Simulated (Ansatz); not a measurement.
## (ScN)3(CdO)1 [001] superlattice, started as rocksalt type: the cell at rest

Wanted: the relaxed cell of (ScN)3(CdO)1 [001] superlattice, started as rocksalt type.

Main program and level: Ansatz 0.2.0; DFT PBEsol, scalar-relativistic, plane waves, PAW.

Most raw output is cut from this account.

The structure was built from a prototype and need not be the compound's stable phase.

## 1. Set-up

The structure is tetragonal, space group P4/mmm (No. 123). Conventional cell: a = 3.216 Å, b = 3.216 Å, c = 9.095 Å, α = 90.00°, β = 90.00°, γ = 90.00°. Nearest to Cd lie 2 N at 2.27 Å and 4 O at 2.27 Å. N has 1 Cd at 2.27 Å and 5 Sc at 2.27 Å nearest. Nearest to N lie 6 Sc at 2.27 Å. Nearest to O lie 2 Sc at 2.27 Å and 4 Cd at 2.27 Å. Sc has 1 O at 2.27 Å and 5 N at 2.27 Å nearest. Nearest to Sc lie 6 N at 2.27 Å. Farther neighbours and most contacts between anions are not listed.

## 2. A coarse first look

A quick single point on a coarse mesh tells whether the cell has a gap and how far it is from rest, which sets the k mesh and smearing that follow.

Input file input.yaml:

```yaml
crystal:
  lattice:
    - [2.27375, 2.27375, 0.0]
    - [-2.27375, 2.27375, 0.0]
    - [0.0, 0.0, 9.095]
  atoms:
    - { symbol: Cd, position: [0.5, 0.5, 0.75] }
    - { symbol: "N", position: [0.5, 0.5, 0.0] }
    - { symbol: "N", position: [0.0, 0.0, 0.25] }
    - { symbol: "N", position: [0.5, 0.5, 0.5] }
    - { symbol: O, position: [0.0, 0.0, 0.75] }
    - { symbol: Sc, position: [0.0, 0.0, 0.0] }
    - { symbol: Sc, position: [0.5, 0.5, 0.25] }
    - { symbol: Sc, position: [0.0, 0.0, 0.5] }
kpoints:
  mp_grid: { grid: [6, 6, 2] }
hamiltonian:
  xc: pbesol
scf:
  occupations: { method: gaussian, width: 0.1 }
output:
  forces: true
  stress: true
  eigenvalues: true
```

The run is started by

```bash
> ansatz run input.yaml --threads 8 --pin off --max-ram 14336MiB --backend cpu --events-out ev --progress --plain --runs-dir out
```

Run time: 1.1 s. Hardware: 8 threads of Arm Neoverse V1, shared host; peak memory 0.57 GiB.

A gap read on the k-mesh alone can miss the band edges.

This step gave:

| Property | Result |
| --- | --- |
| pressure | -3.197 GPa |
| volume per atom | 11.76 Å³ |
| gap on the k-mesh | 0.2980 eV |
| direct gap on mesh | 0.2980 eV |

The coarse mesh shows a gap of 0.30 eV and a pressure of -3.2 GPa.

## 3. Rough relaxation

The start is far from rest, so a relaxation with loose tolerances brings it close first.

input.yaml, as its differences from that of step 2:

```diff
@@ -24 +24,6 @@
   eigenvalues: true
+relax:
+  adjacent_minimum: "off"
+  f_tol: 0.05
+  max_steps: 80
+  cell: { stress_tol: 0.5 }
```

Wall time 5.8 s (8 threads); peak memory 0.59 GiB; 38 s of CPU time.

Relaxation path:

```
step  energy less that of the first step (eV)  largest force component (eV/Å)  pressure (GPa)  volume (Å³)
   1                                   0.0000                          1.1756           -3.20        94.04
   2                                  -0.1110                          0.4344            0.45        92.22
   3                                  -0.1236                          0.0791            0.50        92.27
   4                                  -0.1237                          0.0139           -0.09        92.57
  5*                                  -0.1197                          0.0138           -0.15        92.57
```

Relaxation steps marked * repeat the geometry before them on a plane-wave basis chosen anew for their cell, so energy and pressure can jump there.

The run keeps the 16 symmetry operations that it works with, so distortions that break them were not tested.

| conventional cell, symmetrised | before | after | change |
| --- | --- | --- | --- |
| a (Å) | 3.216 | 3.212 | -0.1 % |
| b (Å) | 3.216 | 3.212 | -0.1 % |
| c (Å) | 9.095 | 8.974 | -1.3 % |
| volume (Å³/atom) | 11.76 | 11.57 | -1.6 % |

The atoms that moved most (Å, as changes of fractional coordinates times the final cell):

```
atom     dx     dy      dz  length
  N2  0.000  0.000   0.082   0.082
  N4  0.000  0.000  -0.082   0.082
 Sc8  0.000  0.000  -0.027   0.027
 Sc6  0.000  0.000   0.027   0.027
```

This step gave:

```yaml
pressure: -0.1499 GPa
volume_per_atom: 11.57 Å³
gap_on_the_k_mesh: 0.2593 eV
direct_gap_on_mesh: 0.2593 eV
```

In this step the volume went from 11.76 to 11.57 Å³/atom.

## 4. Relaxation

Harmonic phonons are second derivatives at a point where the forces vanish, and they are wanted at zero stress, so atoms and cell are relaxed first.

Input file input.yaml:

```yaml
crystal:
  lattice:
    - [2.2710365625, 2.2710365625, 0.0]
    - [-2.2710365625, 2.2710365625, 0.0]
    - [0.0, 0.0, 8.9741342854]
  atoms:
    - { symbol: Cd, position: [0.5, 0.5, 0.75] }
    - { symbol: "N", position: [0.5, 0.5, 0.0091030794] }
    - { symbol: "N", position: [0.0, 0.0, 0.25] }
    - { symbol: "N", position: [0.5, 0.5, 0.4908969206] }
    - { symbol: O, position: [0.0, 0.0, 0.75] }
    - { symbol: Sc, position: [0.0, 0.0, 0.0030395129] }
    - { symbol: Sc, position: [0.5, 0.5, 0.25] }
    - { symbol: Sc, position: [0.0, 0.0, 0.4969604871] }
kpoints:
  mp_grid: { grid: [10, 10, 4] }
hamiltonian:
  xc: pbesol
scf:
  occupations: { method: gaussian, width: 0.01 }
output:
  forces: true
  stress: true
  eigenvalues: true
relax:
  adjacent_minimum: "off"
  f_tol: 0.005
  max_steps: 80
  cell: { stress_tol: 0.05 }
```

Elapsed: 12 s, on 8 threads; peak memory 0.7 GiB.

The steps of the relaxation:

| step | energy less that of the first step (eV) | largest force component (eV/Å) | pressure (GPa) | volume (Å³) |
| --- | --- | --- | --- | --- |
| 1 | 0.0000 | 0.0126 | -0.19 | 92.57 |
| 2 | -0.0005 | 0.0048 | 0.03 | 92.47 |
| 3 | -0.0005 | 0.0052 | -0.01 | 92.49 |
| 4 | -0.0005 | 0.0007 | 0.00 | 92.48 |
| 5* | -0.0003 | 0.0007 | 0.00 | 92.48 |

Relaxation steps marked * repeat the geometry before them on a plane-wave basis chosen anew for their cell, so energy and pressure can jump there.

The run keeps the 16 symmetry operations that it works with, so distortions that break them were not tested.

```csv
"conventional cell, symmetrised",before,after,change
a (Å),3.212,3.208,-0.1 %
b (Å),3.212,3.208,-0.1 %
c (Å),8.974,8.984,+0.1 %
volume (Å³/atom),11.57,11.56,-0.1 %
```

This step gave:

* pressure: -5.29e-5 GPa
* gap on the k-mesh: 0.2616 eV
* volume per atom: 11.56 Å³
* direct gap on mesh: 0.2616 eV

In this step the volume went from 11.57 to 11.56 Å³/atom.

## 5. Relaxing to small forces for the phonons

Phonons need a cell at rest on their own settings, so the relaxation is repeated with tight tolerances on forces and stress, using the mesh and the filling of the phonon run that follows.

Input file input.yaml:

```yaml
crystal:
  lattice:
    - [2.2687433482, 2.2687433482, 0.0]
    - [-2.2687433482, 2.2687433482, 0.0]
    - [0.0, 0.0, 8.9838703237]
  atoms:
    - { symbol: Cd, position: [0.5, 0.5, 0.75] }
    - { symbol: "N", position: [0.5, 0.5, 0.009261996] }
    - { symbol: "N", position: [0.0, 0.0, 0.25] }
    - { symbol: "N", position: [0.5, 0.5, 0.490738004] }
    - { symbol: O, position: [0.0, 0.0, 0.75] }
    - { symbol: Sc, position: [0.0, 0.0, 0.0032601422] }
    - { symbol: Sc, position: [0.5, 0.5, 0.25] }
    - { symbol: Sc, position: [0.0, 0.0, 0.4967398578] }
kpoints:
  mp_grid: { grid: [12, 12, 4] }
hamiltonian:
  xc: pbesol
scf:
  occupations: { method: fixed }
output:
  forces: true
  stress: true
  eigenvalues: true
  write_density: true
  write_potential: true
  elf: true
  volumetric_format: npy
relax:
  adjacent_minimum: "off"
  f_tol: 0.001
  max_steps: 60
  cell: { stress_tol: 0.01 }
```

It took 13 s on 8 threads; peak memory 0.74 GiB; 98 s of CPU time.

Little changed from the start: no atom moved by 0.005 Å and no cell edge by 0.1 %.

This step gave:

| Item | Value |
| --- | --- |
| pressure | -9.80e-4 GPa |
| gap on the k-mesh | 0.2620 eV |
| direct gap on mesh | 0.2620 eV |

ELF in the ac plane at fractional y = 0.000, with atoms of N and O and Sc within 0.2 Å of it. It is the smooth field of the valence electrons, not physical close to the nuclei.

Values, 24 rows by 14 columns, each cell a mean:
```
0.44 0.59 0.71 0.56 0.18 0.05 0.09 0.11 0.08 0.06 0.25 0.61 0.71 0.56
0.66 0.61 0.45 0.20 0.05 0.04 0.07 0.09 0.07 0.04 0.07 0.24 0.48 0.63
0.21 0.18 0.13 0.08 0.06 0.05 0.06 0.06 0.06 0.05 0.06 0.09 0.14 0.19
0.65 0.62 0.54 0.40 0.21 0.10 0.07 0.06 0.07 0.12 0.25 0.42 0.56 0.63
0.76 0.79 0.79 0.69 0.42 0.17 0.08 0.07 0.09 0.21 0.48 0.71 0.80 0.79
0.38 0.59 0.77 0.77 0.52 0.21 0.09 0.07 0.10 0.26 0.58 0.78 0.76 0.55
0.59 0.70 0.79 0.74 0.49 0.19 0.09 0.07 0.09 0.24 0.55 0.76 0.79 0.68
0.82 0.80 0.74 0.58 0.32 0.13 0.08 0.07 0.08 0.16 0.37 0.61 0.76 0.81
0.31 0.29 0.24 0.17 0.10 0.07 0.06 0.06 0.06 0.07 0.11 0.19 0.25 0.30
0.43 0.36 0.23 0.09 0.04 0.04 0.06 0.07 0.06 0.04 0.04 0.11 0.25 0.38
0.66 0.70 0.66 0.42 0.11 0.05 0.08 0.10 0.07 0.05 0.16 0.47 0.68 0.69
0.15 0.39 0.68 0.64 0.24 0.06 0.09 0.12 0.09 0.07 0.32 0.67 0.66 0.33
0.33 0.52 0.70 0.58 0.19 0.06 0.10 0.12 0.09 0.07 0.26 0.61 0.69 0.48
0.66 0.63 0.49 0.24 0.07 0.06 0.09 0.11 0.09 0.05 0.09 0.29 0.52 0.64
0.26 0.22 0.17 0.12 0.10 0.09 0.09 0.10 0.09 0.09 0.10 0.13 0.18 0.23
0.68 0.67 0.63 0.55 0.41 0.23 0.13 0.10 0.14 0.26 0.44 0.57 0.64 0.67
0.69 0.75 0.81 0.79 0.67 0.40 0.18 0.12 0.19 0.46 0.70 0.80 0.81 0.74
0.13 0.39 0.72 0.81 0.73 0.46 0.21 0.13 0.23 0.53 0.76 0.81 0.69 0.32
0.42 0.59 0.77 0.81 0.71 0.44 0.19 0.13 0.21 0.51 0.73 0.81 0.76 0.55
0.78 0.78 0.77 0.70 0.55 0.31 0.15 0.11 0.17 0.37 0.59 0.72 0.77 0.78
0.39 0.38 0.35 0.30 0.22 0.15 0.11 0.10 0.11 0.16 0.24 0.31 0.35 0.38
0.46 0.40 0.26 0.12 0.06 0.06 0.09 0.10 0.09 0.06 0.06 0.14 0.29 0.41
0.61 0.67 0.68 0.44 0.12 0.06 0.09 0.12 0.09 0.06 0.17 0.49 0.69 0.66
0.09 0.34 0.67 0.65 0.25 0.06 0.10 0.12 0.09 0.08 0.33 0.68 0.64 0.28
```
Columns run along a (3.2 Å), rows up along c (9.0 Å). Atoms in or near the plane, at fractional coordinates: N at (0.00, 0.25), O at (0.00, 0.75), Sc at (0.00, 0.00), Sc at (0.00, 0.50).

Electrostatic potential energy in the ac plane at fractional y = 0.000, with atoms of N and O and Sc within 0.2 Å of it. With pseudopotentials it is smooth inside the atoms' cores, unlike the true potential.

Ten even steps from '0' (-53 eV) to '9' (16 eV), each cell a mean:
```
00246899999986420
55678999999998765
88899999999999988
89999999999999999
45689999999999865
12369999999999632
23479999999999743
77899999999999987
99999999999999999
77788999999998877
22467899999987642
00036799999976300
00146899999986410
44578899999988754
88899999999999988
99999999999999999
34689999999999864
00269999999999620
11479999999999741
77899999999999987
99999999999999999
66788999999998876
12357899999987532
00036799999976300
```
Columns run along a (3.2 Å; values clipped at the 3rd and 97th percentile), rows up along c (9.0 Å). Atoms in or near the plane, at fractional coordinates: N at (0.00, 0.25), O at (0.00, 0.75), Sc at (0.00, 0.00), Sc at (0.00, 0.50).

Valence density in the ac plane at fractional y = 0.000, with atoms of N and O and Sc within 0.2 Å of it. It is the smooth field of the valence electrons, not physical close to the nuclei.

Ten even steps from '_' (0.1 e/Å³) to '@' (7.3 e/Å³), each cell a mean:
```
%%%%**--..________________..--**%%
--::..________________________..::
__________________________________
..________________________________
++==::..____________________..::==
@@%%++::..________________..::++%%
##**==::____________________::==**
::....________________________....
__________________________________
....____________________________..
**++==::____________________::==++
@@@@##==..________________..==##@@
@@%%**--..________________..--**%%
==--::..____________________..::--
__________________________________
__________________________________
----::..____________________..::--
====--::..________________..::--==
====--..____________________..--==
......________________________....
__________________________________
......________________________....
##**==::____________________::==**
@@@@%%==..________________..==%%@@
```
Columns run along a (3.2 Å), rows up along c (9.0 Å). Atoms in or near the plane, at fractional coordinates: N at (0.00, 0.25), O at (0.00, 0.75), Sc at (0.00, 0.00), Sc at (0.00, 0.50).

The largest force component left is 0.20 meV/Å and the pressure is -0.001 GPa, within the tolerances set. The cell now holds 11.56 Å³/atom.

## 6. Outcome

```json
{"space group after relaxation (within 0.01 Å)": "P4/mmm", "lattice constant a": "3.208 Å", "lattice constant b": "3.208 Å", "lattice constant c": "8.984 Å", "volume per atom": "11.6 Å³", "gap on the k-mesh": "0.262 eV"}
```

**Reading.** The largest force component left is 0.20 meV/Å and the pressure is -0.001 GPa, within the tolerances set. The cell now holds 11.56 Å³/atom. The relaxation keeps the symmetry of its start, so it says nothing on stability against lower symmetry. The starting cell was built on a prototype and not taken from a measurement, so the phase need not exist.

[Logs are printed without paths, hosts, clocks, repeated set-up lines and the standing remarks that a program may print on its own settings, such as how far it seeks lower states.]

[Hosts, paths, dates, database ids (printed as entryN), source tags and the programs' standing remarks are cut or masked in the printed files.]
